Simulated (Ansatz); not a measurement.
## Debugging a many-body input for BaTiO3 (Pm-3m)

Aim: the G0W0 gap of BaTiO3 (Pm-3m). The first input has a fault.

Calculated with Ansatz 0.2.0; G0W0 on LDA, plane waves, PAW.

### Step 1. The structure

The structure is cubic, space group Pm-3m (No. 221). The conventional cell has a = 4.006 Å, b = 4.006 Å, c = 4.006 Å, α = 90.00°, β = 90.00°, γ = 90.00°. Ba has 12 O at 2.83 Å nearest. Ti has 6 O at 2.00 Å nearest. Nearest to O lie 2 Ti at 2.00 Å and 4 Ba at 2.83 Å. Farther neighbours and most contacts between anions are not listed.

Coordinates:

```cif
data_structure
_symmetry_space_group_name_H-M 'P 1'
_symmetry_Int_Tables_number 1
_cell_length_a 4.0060
_cell_length_b 4.0060
_cell_length_c 4.0060
_cell_angle_alpha 90.000
_cell_angle_beta 90.000
_cell_angle_gamma 90.000
_cell_volume 64.29
loop_
_atom_site_label
_atom_site_type_symbol
_atom_site_fract_x
_atom_site_fract_y
_atom_site_fract_z
_atom_site_occupancy
Ba1 Ba 0.50000 0.50000 0.50000 1
Ti2 Ti 0.00000 0.00000 0.00000 1
O3 O 0.50000 0.00000 0.00000 1
O4 O 0.00000 0.50000 0.00000 1
O5 O 0.00000 0.00000 0.50000 1
```

The cell and positions come from the Crystallography Open Database and are kept as given unless a step says otherwise. Spin-orbit coupling is left out unless a step names it. The default PAW set here is soft_2. Its files were made with PBE.

### Step 2. First try

input.yaml

```yaml
crystal:
  lattice:
    - [4.006, 0.0, 0.0]
    - [0.0, 4.006, 0.0]
    - [0.0, 0.0, 4.006]
  atoms:
    - { symbol: Ba, position: [0.5, 0.5, 0.5] }
    - { symbol: Ti, position: [0.0, 0.0, 0.0] }
    - { symbol: O, position: [0.5, 0.0, 0.0] }
    - { symbol: O, position: [0.0, 0.5, 0.0] }
    - { symbol: O, position: [0.0, 0.0, 0.5] }
kpoints:
  mp_grid: { grid: [4, 4, 4], shift: [0.5, 0.5, 0.5] }
hamiltonian:
  xc: lda
scf:
  occupations: { method: fixed }
gw:
  n_empty_bands: 67
  ecut_chi: 60
  qp_bands: [v2, c2]
  qp_kpoints: band_edges
  screening: { model: contour_deformation }
```

Started as:

```
> ansatz run input.yaml --threads 3 --pin off --max-ram 92160MiB --backend cuda --events-out ev --progress --plain --runs-dir out --devices 1 --max-vram 13GiB  # rebuilt from the run's record
```

Numbers of over 12 decimals in the logs are rounded to 6 here.

The log of the run:

```text
Error: gw: with kpoints.mp_grid.shift ≠ [0,0,0] (counting kpoints.further_shifts) — the screening and self-energy sums and their Coulomb-singularity correction are built for an unshifted (Γ-centred) SCF mesh only — a shifted mesh is not wired; use shift: [0,0,0]
```

Elapsed: 0.07 s, on 3 threads of AMD EPYC 7R13 (Zen 3), shared host; peak memory 0.043 GiB.

**What went wrong?**

The program refused the input before any cycle.

The program's message: “Error: gw: with kpoints.mp_grid.shift ≠ [0,0,0] (counting kpoints.further_shifts) — the screening and self-energy sums and their Coulomb-singularity correction are built for an unshifted (Γ-centred) S …”

The fault: shifted k mesh. The sums over q need a Γ-centred mesh.

### Step 3. A better input

G0W0 replaces the xc potential by the self-energy, built once from these orbitals. Only a window of levels is corrected, while the sums run over the empty bands that the input names.

input.yaml, as its differences from that of step 2:

```diff
@@ -12,3 +12,3 @@
 kpoints:
-  mp_grid: { grid: [4, 4, 4], shift: [0.5, 0.5, 0.5] }
+  mp_grid: { grid: [4, 4, 4] }
 hamiltonian:
@@ -18,4 +18,4 @@
 gw:
-  n_empty_bands: 67
-  ecut_chi: 60
+  n_empty_bands: 83
+  ecut_chi: 69
   qp_bands: [v2, c2]
```

The log of the run:

```text
GPUs: using 1 of 1 available (devices: 1).
[...]
device memory: the entry about to start is reckoned to put 0.6 GiB on a device that reports 26.8 GiB free (of which the cap on the GPU budget leaves the run 13.0 GiB)
GPU FFT provider: cuFFT
GPU libraries: cuBLAS 13.8.2, cuFFT 12.4.0, cuSOLVER 12.3.4
Crystal: 5 atoms, lattice volume = 64.288 Å³
Basis set: ecut = 420 eV, 1237 PW (Γ)
Bands: 25, of which v1, the nominal top of the filled ones, is band 20 counted from 1 (19 counted from 0)
Symmetry: 48 space group operations
[...]
k-points: 10 of 64
[...]
GPU buffer pool allocated for 19683 grid points (all kernels)
GPU transforms: local potential and band sums: pruned to the plane-wave sphere, on 27×27×27
[...]
SCF iter   1: F=—  HF=-9904.418014 eV  |F-HF|=—  |Δ(HF+E_count)|=         —  Δρ=1.83e-2  dr2=2.09e-1  ethr=1.77e-3  ⟨swp⟩=4.3  Hψ=1065  notcnv=0  defer=12
[...]
3    19      8.9587   -24.9841     4.4195   -20.7594  0.7180     9.1527     9.1536  root
     3    20      9.4383   -25.3824     4.8544   -20.6648  0.7134     9.5747     9.5751  root
     3    21     12.5232   -13.9769    -6.3210   -21.9891  0.7109    14.3460    14.2143  root ?
     3    22     12.6637   -14.3258    -6.3312   -22.3464  0.7055    14.4872    14.3530  root ?
[...]
8    19      9.3798   -25.1408     4.9902   -20.2550  0.7097     9.4839     9.4842  root
     8    20      9.8643   -25.6911     5.0259   -20.8198  0.7133    10.0184    10.0189  root
     8    21     13.6844   -14.7075    -7.1801   -23.5736  0.6762    15.5377    15.3704  root ?
     8    22     13.6844   -14.7075    -7.1801   -23.5736  0.6762    15.5377    15.3704  root ?
     9    19      9.8885   -25.7560     5.0286   -20.8926  0.7134    10.0531    10.0537  root
     9    20      9.8885   -25.7560     5.0286   -20.8926  0.7134    10.0531    10.0537  root
     9    21     14.0448   -14.7009    -7.6026   -23.9814  0.6610    15.8961    15.7227  root ?
     9    22     14.0448   -14.7009    -7.6026   -23.9814  0.6610    15.8961    15.7227  root ?
[key lines of the parts left out:]
SCF converged after 8 iterations
Free energy (F): -9904.374895 eV
Fermi energy:    9.888463 eV
```

Elapsed: 8 s, on 1 × NVIDIA H100 80GB HBM3 (shared by 6 runs) with 3 threads; peak memory 1 GiB.

Numbers from this step:

| Property | Result |
| --- | --- |
| bands summed | 103 |
| RPA ε∞ on this mesh (eigenvalues) | 7.362, 7.362, 7.362 |
| plane waves in the screening matrix | 81 |
| q-points in the mesh | 64 |
| G0W0 gap on the mesh | 3.238 eV |
| k of the valence top | -0.5, -0.5, -0.5 |
| k of the conduction bottom | 0, 0, 0 |
| starting gap on the mesh | 1.702 eV |
| Z at the valence top | 0.7134 |
| Z at the conduction bottom | 0.7321 |
| least direct G0W0 gap on the computed points | 3.318 eV |

The gap on the mesh goes from 1.70 eV to 3.24 eV, a correction of +1.54 eV. The program marks an edge row as in doubt. Between the two edge states, bare exchange in place of the xc potential would open the gap by 12.86 eV, and correlation takes back 11.32 eV.

### Step 4. What came out

* first try: refused after 0.07 s
* better run: G0W0 gap on the mesh 3.24 eV (4×4×4 mesh, 83 empty bands, screening to 69 eV)

**Reading.** The second run differs in: empty bands, screening cutoff (eV) and mesh shift. Bands and cutoff are finite, so the gap is not at the basis limit. The miss can reach some tenths of an eV and take either sign; the mesh is an error of its own. The 4×4×4 mesh is coarse for this cell (its supercell is 16 Å along the shortest edge). The RPA ε∞ on it, from the LDA start, is 7.36; such meshes misread the long-range screening, most where the gap is narrow. This is the ideal cubic cell; many perovskites, halides above all, are cubic only on average, and local tilts or off-centring can widen the gap. The many-body steps are scalar-relativistic: spin-orbit coupling is not in them. The program marks a band-edge row as in doubt, so the gap is less sure than its digits.

[Paths, hosts, dates, memory and timing lines, banners, echoed tables and standing remarks are left out of the program output.]

[Logs are printed without paths, hosts, clocks, repeated set-up lines and the standing remarks that a program may print on its own settings, such as how far it seeks lower states.]

[Runs of the session that timed out or met a known fault of the program may be left out.]

[Cells called generated may have been cut or substituted from an entry of the Crystallography Open Database or the Materials Project.]

[Hosts, paths, dates, database ids (printed as entryN), source tags and the programs' standing remarks are cut or masked in the printed files.]
